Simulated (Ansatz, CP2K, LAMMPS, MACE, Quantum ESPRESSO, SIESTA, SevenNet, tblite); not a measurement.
# Quantum ESPRESSO on Li+ BF4- in gamma-butyrolactone and acetonitrile and diethyl carbonate at 360 K (102 atoms): settings against a plane-wave reference

How do the settings of Quantum ESPRESSO change the result for Li+ BF4- in gamma-butyrolactone and acetonitrile and diethyl carbonate at 360 K (102 atoms)? A plane-wave run serves as the yardstick.

Main program and level: Quantum ESPRESSO 7.5; the method is named at each step.

### 1. The starting structure

The cell holds 102 atoms: 30 C, 12 O, 50 H, 4 N, 1 B, 4 F and 1 Li. Its edges and angles: a = 10.567 Å, b = 10.567 Å, c = 10.567 Å, α = 90.0°, β = 90.0°, γ = 90.0°. 3 gamma-butyrolactone, 4 acetonitrile, 2 diethyl carbonate, 1 Li+, 1 BF4- placed at random, at 1.06 g/cm³; overlaps pushed apart, then 10 ps at 550 K with stiff harmonic cages for PF6 and BF4 with UFF radii; Joung-Cheatham ions (J. Phys. Chem. B 112, 9020 (2008)); MMFF94 bonds, angles, torsions, charges and radii (Halgren, J. Comput. Chem. 17, 490 (1996)) in harmonic and 12-6 forms; charges of ions scaled by 0.8. Snapshot after 30 ps at 360 K and fixed volume.

The yardstick, on the same geometry:

```
method                                           : Kohn-Sham DFT, PBE, PAW, plane waves (Ansatz 0.2.0); cutoff 420 eV, Γ point, fermi-dirac smearing of 0.05 eV; PAW set soft_2
r.m.s. force component                           : 1.004 eV/Å
longest force                                    : 3.721 eV/Å
pressure                                         : 2.747 GPa
gap (highest filled to lowest empty level) : 4.334 eV
SCF cycles                                       : 10
time                                             : 5.8 s on 8 threads of Arm Neoverse V2, shared host
CPU time                                         : 40 s
```

### 2. PBE, sssp-1.3.0-efficiency, 60/480 Ry

Method: Kohn-Sham DFT, PBE, SSSP efficiency 1.3.0 pseudopotentials, plane waves.

Input file pw.in:

```
&control
  calculation = 'scf'
  pseudo_dir = './pseudo'
  outdir = './tmp'
  disk_io = 'none'
  tprnfor = .true.
  tstress = .true.
/
&system
  ibrav = 0
  nat = 102
  ntyp = 7
  ecutwfc = 60
  ecutrho = 480
  nosym = .true.
  occupations = 'smearing'
  smearing = 'fd'
  degauss = 0.003675
/
&electrons
  conv_thr = 5.1e-07
  electron_maxstep = 100
  mixing_beta = 0.4
  mixing_mode = 'plain'
  diagonalization = 'david'
/
ATOMIC_SPECIES
C 12.011 C.upf
O 15.999 O.upf
H 1.008 H.upf
N 14.007 N.upf
B 10.810 B.upf
F 18.998 F.upf
Li 6.940 Li.upf
CELL_PARAMETERS angstrom
10.56699 0.00000 0.00000
0.00000 10.56699 0.00000
0.00000 0.00000 10.56699
ATOMIC_POSITIONS crystal
C 0.08931 0.41457 0.01219
C 0.14601 0.27961 0.05319
O 0.27358 0.28756 0.09245
C 0.28707 0.31794 0.21519
O 0.20092 0.33737 0.29217
O 0.41157 0.33874 0.23287
C 0.45425 0.37166 0.35481
C 0.43811 0.51579 0.36926
H 0.00711 0.42183 0.95010
H 0.07456 0.46043 0.09976
H 0.16906 0.45296 0.96071
H 0.09039 0.24456 0.13283
H 0.12743 0.20909 0.98524
H 0.41251 0.31847 0.43356
H 0.55712 0.35521 0.35244
H 0.48665 0.56900 0.29705
H 0.34137 0.54388 0.36845
H 0.48051 0.54643 0.46108
C 0.75336 0.18022 0.14013
C 0.74701 0.28553 0.05404
O 0.76821 0.39601 0.12666
C 0.71484 0.50385 0.07363
O 0.66092 0.51784 0.97218
O 0.73012 0.59830 0.16070
C 0.68085 0.71359 0.11394
C 0.78100 0.79023 0.05261
H 0.66620 0.19205 0.20238
H 0.75462 0.09041 0.08921
H 0.84122 0.18104 0.19045
H 0.83268 0.28617 0.99645
H 0.65984 0.28988 0.99973
H 0.59149 0.71189 0.06075
H 0.65032 0.77208 0.19643
H 0.84502 0.73770 0.99026
H 0.74551 0.87226 0.99855
H 0.83934 0.82711 0.13537
O 0.15063 0.99501 0.70640
C 0.07744 0.06589 0.65232
C 0.03965 0.18331 0.70487
C 0.99441 0.26443 0.60085
C 0.96507 0.16864 0.50142
O 0.04862 0.06722 0.52451
H 0.97091 0.16456 0.77641
H 0.11585 0.23653 0.75110
H 0.92057 0.32252 0.62324
H 0.07105 0.32741 0.57458
H 0.86346 0.13940 0.49243
H 0.98406 0.20744 0.40894
O 0.38283 0.53314 0.78010
C 0.29132 0.58601 0.72948
C 0.28750 0.71724 0.66959
C 0.16959 0.71054 0.58854
C 0.09296 0.61413 0.65576
O 0.18508 0.52317 0.69325
H 0.26954 0.79030 0.74719
H 0.36898 0.73632 0.61158
[... 42 atom lines left out ...]
F 0.52283 0.17741 0.69005
F 0.66669 0.32538 0.59951
F 0.64802 0.31741 0.80370
Li 0.55068 0.47270 0.81886
K_POINTS gamma
```

Run with:

```sh
OMP_NUM_THREADS=1 mpirun -np 2 pw.x -in pw.in > output.txt
```

Log:

```text
Program PWSCF
     gamma-point specific algorithms are used
     Parallelization info
     sticks:   dense  smooth     PW     G-vecs:    dense   smooth      PW
     Min        7607    3806    949               706761   249930   31333
     Max        7610    3807    952               706770   249933   31336
     Sum       15217    7613   1901              1413531   499863   62669
     bravais-lattice index     =            0
     lattice parameter (alat)  =      19.9687  a.u.
     unit-cell volume          =    7962.5192 (a.u.)^3
     number of atoms/cell      =          102
     number of atomic types    =            7
     number of electrons       =       296.00
     number of Kohn-Sham states=          178
     kinetic-energy cutoff     =      60.0000  Ry
     charge density cutoff     =     480.0000  Ry
     scf convergence threshold =      5.1E-07
     mixing beta               =       0.4000
     number of iterations used =            8  plain     mixing
     Exchange-correlation=  SLA  PW   PBX  PBC
                           (   1   4   3   4   0   0   0)
     crystal axes: (cart. coord. in units of alat)
               a(1) = (   1.000000   0.000000   0.000000 )
               a(2) = (   0.000000   1.000000   0.000000 )
               a(3) = (   0.000000   0.000000   1.000000 )
     reciprocal axes: (cart. coord. in units 2 pi/alat)
               b(1) = (  1.000000  0.000000  0.000000 )
               b(2) = (  0.000000  1.000000  0.000000 )
               b(3) = (  0.000000  0.000000  1.000000 )
     PseudoPot. # 1 for C :
     Pseudo is Projector augmented-wave + core cor, Zval =  4.0
     PseudoPot. # 2 for O :
     Pseudo is Projector augmented-wave + core cor, Zval =  6.0
     PseudoPot. # 3 for H :
     Pseudo is Ultrasoft, Zval =  1.0
     PseudoPot. # 4 for N :
     Pseudo is Ultrasoft + core correction, Zval =  5.0
     PseudoPot. # 5 for B :
     Pseudo is Ultrasoft + core correction, Zval =  3.0
     PseudoPot. # 6 for F :
     Pseudo is Ultrasoft, Zval =  7.0
     PseudoPot. # 7 for Li:
     Pseudo is Ultrasoft, Zval =  3.0
     atomic species   valence    mass     pseudopotential
     C                 4.00    12.01100     C ( 1.00)
     O                 6.00    15.99900     O ( 1.00)
     H                 1.00     1.00800     H ( 1.00)
     N                 5.00    14.00700     N ( 1.00)
     B                 3.00    10.81000     B ( 1.00)
     F                 7.00    18.99800     F ( 1.00)
     Li                3.00     6.94000     Li( 1.00)
     No symmetry found
   Cartesian axes
     number of k points=     1  Fermi-Dirac smearing, width (Ry)=  0.0037
                       cart. coord. in units 2pi/alat
        k(    1) = (   0.0000000   0.0000000   0.0000000), wk =   2.0000000
     Dense  grid:   706766 G-vectors     FFT dimensions: ( 144, 144, 144)
     Smooth grid:   249932 G-vectors     FFT dimensions: ( 100, 100, 100)
     Check: negative core charge=   -0.000001
     Initial potential from superposition of free atoms
     starting charge     295.5472, renormalised to     296.0000
     Starting wfcs are  259 randomized atomic wfcs
     Self-consistent Calculation
     iteration #  1     ecut=    60.00 Ry     beta= 0.40
     total energy              =   -1407.32182639 Ry
     estimated scf accuracy    <      11.19339095 Ry
     iteration #  2     ecut=    60.00 Ry     beta= 0.40
     total energy              =   -1408.39854338 Ry
     estimated scf accuracy    <       1.58624645 Ry
     iteration #  3     ecut=    60.00 Ry     beta= 0.40
     total energy              =   -1408.49407192 Ry
     estimated scf accuracy    <       0.42261651 Ry
     iteration #  4     ecut=    60.00 Ry     beta= 0.40
     total energy              =   -1408.51512432 Ry
     estimated scf accuracy    <       0.09109047 Ry
     iteration #  5     ecut=    60.00 Ry     beta= 0.40
     total energy              =   -1408.52262736 Ry
     estimated scf accuracy    <       0.00925467 Ry
     iteration #  6     ecut=    60.00 Ry     beta= 0.40
     total energy              =   -1408.52404163 Ry
     estimated scf accuracy    <       0.00161571 Ry
     iteration #  7     ecut=    60.00 Ry     beta= 0.40
     total energy              =   -1408.52420536 Ry
     estimated scf accuracy    <       0.00024968 Ry
     iteration #  8     ecut=    60.00 Ry     beta= 0.40
     total energy              =   -1408.52425442 Ry
     estimated scf accuracy    <       0.00004294 Ry
     iteration #  9     ecut=    60.00 Ry     beta= 0.40
     total energy              =   -1408.52425917 Ry
     estimated scf accuracy    <       0.00000832 Ry
     iteration # 10     ecut=    60.00 Ry     beta= 0.40
     total energy              =   -1408.52426093 Ry
     estimated scf accuracy    <       0.00000236 Ry
     iteration # 11     ecut=    60.00 Ry     beta= 0.40
     End of self-consistent calculation
          k = 0.0000 0.0000 0.0000 ( 31335 PWs)   bands (ev):
   -44.6288 -25.0914 -24.0671 -24.0209 -23.7803 -23.6708 -23.6462 -23.5548
   -23.0926 -22.9803 -22.0078 -21.9799 -21.4536 -21.3847 -21.2346 -21.1648
   -20.6508 -18.0274 -17.8771 -17.7696 -17.4115 -15.8892 -15.7057 -15.6214
   -15.0706 -14.8305 -14.4297 -14.0668 -14.0042 -13.9832 -13.9078 -13.8529
   -13.7754 -13.5150 -13.3376 -12.1633 -11.7776 -10.9657 -10.9370 -10.8977
   -10.8634 -10.2326  -9.7256  -9.4936  -9.3889  -9.3715  -9.3069  -8.8706
    -8.7565  -8.5517  -8.4782  -8.3858  -8.2717  -8.1567  -8.0102  -7.9824
    -7.9494  -7.8808  -7.8215  -7.7483  -7.6454  -7.4979  -7.3863  -7.3034
    -7.2725  -7.0656  -6.9907  -6.9169  -6.8580  -6.8366  -6.7283  -6.6770
    -6.6247  -6.6092  -6.4508  -6.4108  -6.3202  -6.2772  -6.1419  -6.1150
    -6.0715  -6.0519  -5.9444  -5.9189  -5.8861  -5.8396  -5.7664  -5.7281
    -5.6701  -5.4748  -5.3920  -5.3721  -5.3471  -5.1821  -5.1504  -5.0511
[...]
-2.7771  -2.6209  -2.5204  -2.4529  -2.4252  -2.4093  -2.3381  -2.2332
    -2.2231  -2.0170  -1.9352  -1.7157   2.6195   3.1059   3.1699   3.4649
     3.7488   3.8597   4.0423   4.1696   4.3284   4.4040   4.5704   4.5966
     4.6972   4.7233   4.7866   4.8826   4.9557   5.0065   5.0889   5.1328
     5.3826   5.4453   5.5323   5.6394   5.7374   5.7634   5.9059   6.0521
     6.0847   6.1739
     the Fermi energy is     0.1986 ev
!    total energy              =   -1408.52426096 Ry
     estimated scf accuracy    <       0.00000045 Ry
     smearing contrib. (-TS)   =       0.00000000 Ry
     internal energy E=F+TS    =   -1408.52426096 Ry
     The total energy is F=E-TS. E is the sum of the following terms:
     one-electron contribution =   -1158.07281468 Ry
     hartree contribution      =     674.75522371 Ry
     xc contribution           =    -329.43148446 Ry
     ewald contribution        =    -296.60459981 Ry
     one-center paw contrib.   =    -299.17058571 Ry
     convergence has been achieved in  11 iterations
     Forces acting on atoms (cartesian axes, Ry/au):
     atom    1 type  1   force =     0.06929905   -0.07613855   -0.00749000
     atom    2 type  1   force =    -0.10913006    0.05346994    0.02402583
     atom    3 type  2   force =     0.00290572   -0.00482173   -0.01525918
     atom    4 type  1   force =    -0.02576043    0.05170409    0.03833661
     atom    5 type  2   force =     0.04767791   -0.02318464   -0.02752292
     atom    6 type  2   force =    -0.01986408   -0.04986502   -0.03186640
     atom    7 type  1   force =     0.03638130    0.07000393    0.02251715
     atom    8 type  1   force =     0.03340468   -0.01728581    0.05867103
     atom    9 type  3   force =    -0.00811040   -0.02460503    0.00302851
     atom   10 type  3   force =    -0.01094903    0.04487227    0.03544630
     atom   11 type  3   force =     0.01021817    0.03091222   -0.00892519
     atom   12 type  3   force =    -0.00286674    0.00286312    0.01356605
[...]
atom   98 type  6   force =     0.01139009   -0.02921111    0.01451998
     atom   99 type  6   force =    -0.02468463    0.01343999   -0.01765802
     atom  100 type  6   force =    -0.02037842    0.05864484   -0.10328664
     atom  101 type  6   force =    -0.03130371    0.00945673    0.03266574
     atom  102 type  7   force =     0.02013695    0.01441890   -0.00228239
     Total force =     0.690138     Total SCF correction =     0.001258
     Computing stress (Cartesian axis) and pressure
          total   stress  (Ry/bohr**3)                   (kbar)     P=       28.16
   0.00015159   0.00005744  -0.00003704           22.30        8.45       -5.45
   0.00005744   0.00021125   0.00000128            8.45       31.08        0.19
  -0.00003704   0.00000128   0.00021141           -5.45        0.19       31.10
     Message from routine punch:
     Nothing written, as per user request (disk_io='none')
```

It took 2.6 min on 2 MPI ranks of Arm Neoverse V2, shared host; peak memory 2.4 GiB.

Banners, paths, timers and routine set-up lines are dropped from the logs unmarked, and long logs keep their key lines alone; longer cuts are marked.

Compared with the plane-wave run:

```yaml
r_m_s_force_component: 1.014 eV/Å
r_m_s_difference_of_force_components: 36.48 meV/Å
longest_difference_of_force_vectors: 201.6 meV/Å
force_difference_over_r_m_s_force: 3.632 %
slope_of_forces_against_the_reference_s: 1.009
correlation_of_force_components: 0.9994
spacing_of_highest_filled_and_lowest_empty_level: 4.335 eV
gap_difference: 0.0015 eV
pressure: 2.816 GPa
pressure_difference: 0.0685 GPa
```

Length of the force difference by element (eV/Å):

| element | atoms | mean | most |
| --- | --- | --- | --- |
| B | 1 | 0.034 | 0.034 |
| C | 30 | 0.052 | 0.20 |
| F | 4 | 0.097 | 0.13 |
| H | 50 | 0.011 | 0.016 |
| Li | 1 | 0.014 | 0.014 |
| N | 4 | 0.16 | 0.20 |
| O | 12 | 0.085 | 0.15 |

Levels nearest the highest filled one (eV from it): -1.06, -0.91, -0.80, -0.74, -0.71, -0.69, -0.62, -0.52, -0.51, -0.30, -0.22, 0.00, 4.34, 4.82, 4.89, 5.18, 5.46, 5.58, 5.76, 5.89, 6.04, 6.12, 6.29, 6.31.

The surroundings of B97, the only B atom, nearest first, numbered as they follow in the input and with coordinates relative to it.

| atom | x | y | z | distance (Å) | bonds | Fx | Fy | Fz (eV/Å) |
| --- | --- | --- | --- | --- | --- | --- | --- | --- |
| B97 | 0.00 | 0.00 | 0.00 | 0.00 | 4 | 1.27 | -1.38 | 1.28 |
| F100 | 0.32 | 0.87 | -0.96 | 1.34 | 1 | -0.52 | 1.51 | -2.66 |
| F99 | -1.20 | -0.70 | -0.01 | 1.39 | 1 | -0.63 | 0.35 | -0.45 |
| F98 | 1.05 | -0.95 | 0.01 | 1.42 | 1 | 0.29 | -0.75 | 0.37 |
| F101 | 0.12 | 0.78 | 1.19 | 1.43 | 2 | -0.80 | 0.24 | 0.84 |
| Li102 | -0.91 | 2.43 | 1.35 | 2.92 | 4 | 0.52 | 0.37 | -0.06 |
| H94 | -1.09 | -1.36 | 2.66 | 3.18 | 1 | 3.33 | 1.11 | -0.05 |
| H45 | 3.00 | 0.84 | -0.71 | 3.20 | 1 | -2.53 | 1.50 | 0.76 |
| H31 | 0.25 | 0.49 | 3.26 | 3.31 | 1 | 0.05 | 0.15 | -0.16 |
| H47 | 2.40 | -1.10 | -2.10 | 3.37 | 1 | 0.61 | -0.16 | 0.74 |
| H96 | -2.48 | -1.37 | 1.86 | 3.39 | 1 | -1.13 | 0.20 | -0.69 |
| H72 | 1.07 | -3.26 | -0.02 | 3.43 | 1 | 0.20 | -0.02 | -0.82 |

Forces lie 3.6 % from the reference's, at 7.7 times its CPU time (on 2 against 8 cores).

### 3. PBE, gbrv-1.5, 40/200 Ry

Method: Kohn-Sham DFT, PBE, GBRV 1.5 ultrasoft pseudopotentials, plane waves.

The pseudopotential files are exchanged too: ./pseudo now holds the set gbrv-pbe-1.5.

pw.in, as its differences from that of step 2:

```diff
@@ -12,4 +12,4 @@
   ntyp = 7
-  ecutwfc = 60
-  ecutrho = 480
+  ecutwfc = 40
+  ecutrho = 200
   nosym = .true.
```

Log:

```text
[banner, memory and clock lines left out]
Program PWSCF
     gamma-point specific algorithms are used
     bravais-lattice index     =            0
     lattice parameter (alat)  =      19.9687  a.u.
     unit-cell volume          =    7962.5192 (a.u.)^3
[... lines left out ...]
     number of k points=     1  Fermi-Dirac smearing, width (Ry)=  0.0037
[... lines left out ...]
     total energy              =   -1086.02503954 Ry
[... lines left out ...]
     total energy              =   -1087.11253831 Ry
[... lines left out ...]
     total energy              =   -1087.19269666 Ry
[... lines left out ...]
     total energy              =   -1087.22615929 Ry
[... lines left out ...]
     total energy              =   -1087.22616057 Ry
[... lines left out ...]
     the Fermi energy is     0.1941 ev
!    total energy              =   -1087.22616067 Ry
     estimated scf accuracy    <       0.00000029 Ry
     smearing contrib. (-TS)   =       0.00000000 Ry
     internal energy E=F+TS    =   -1087.22616067 Ry
     The total energy is F=E-TS. E is the sum of the following terms:
     one-electron contribution =   -1168.93812040 Ry
     hartree contribution      =     675.72677851 Ry
     xc contribution           =    -297.41021902 Ry
     ewald contribution        =    -296.60459976 Ry
     convergence has been achieved in  11 iterations
     Forces acting on atoms (cartesian axes, Ry/au):
     atom    1 type  1   force =     0.07001120   -0.08316990   -0.00820660
     atom    2 type  1   force =    -0.10493748    0.06234399    0.02545983
     atom    3 type  2   force =     0.00417944   -0.00509410   -0.01636487
[...]
atom  101 type  6   force =    -0.03136373    0.00962806    0.03275954
     atom  102 type  7   force =     0.02032982    0.01393852   -0.00218927
     Total force =     0.716244     Total SCF correction =     0.000987
     Computing stress (Cartesian axis) and pressure
          total   stress  (Ry/bohr**3)                   (kbar)     P=       32.25
   0.00018453   0.00005712  -0.00004105           27.15        8.40       -6.04
   0.00005712   0.00023178   0.00000505            8.40       34.10        0.74
  -0.00004105   0.00000505   0.00024134           -6.04        0.74       35.50
     Message from routine punch:
     Nothing written, as per user request (disk_io='none')
```

Run time: 72 s. Hardware: 2 MPI ranks; peak memory 0.83 GiB; 2.4 min of CPU time.

Against the reference:

| Item | Value |
| --- | --- |
| r.m.s. force component | 1.053 eV/Å |
| r.m.s. difference of force components | 124.8 meV/Å |
| longest difference of force vectors | 670.6 meV/Å |
| force difference over r.m.s. force | 12.43 % |
| slope of forces against the reference's | 1.042 |
| correlation of force components | 0.9937 |
| gap (highest filled to lowest empty level) | 4.337 eV |
| gap difference | 0.0034 eV |
| pressure | 3.225 GPa |
| pressure difference | 0.4775 GPa |

Against the first run (3.6 %), the force difference from the reference is 12 %, at 0.46 times the CPU time.

[end of part 1 of 2]

[Also dropped from logs without a mark: logging warnings of Python, and SIESTA's first energy breakdown and zero terms.]

[Logs are printed without paths, hosts, clocks, repeated set-up lines and the standing remarks that a program may print on its own settings, such as how far it seeks lower states.]

[Hosts, paths, dates, database ids (printed as entryN), source tags and the programs' standing remarks are cut or masked in the printed files.]

[The MMFF94 radii named for the starting cell were scaled by 0.96; in molecules described by MMFF94, hydrogen bound to N, O or S took a small fixed 12-6 site in their place.]
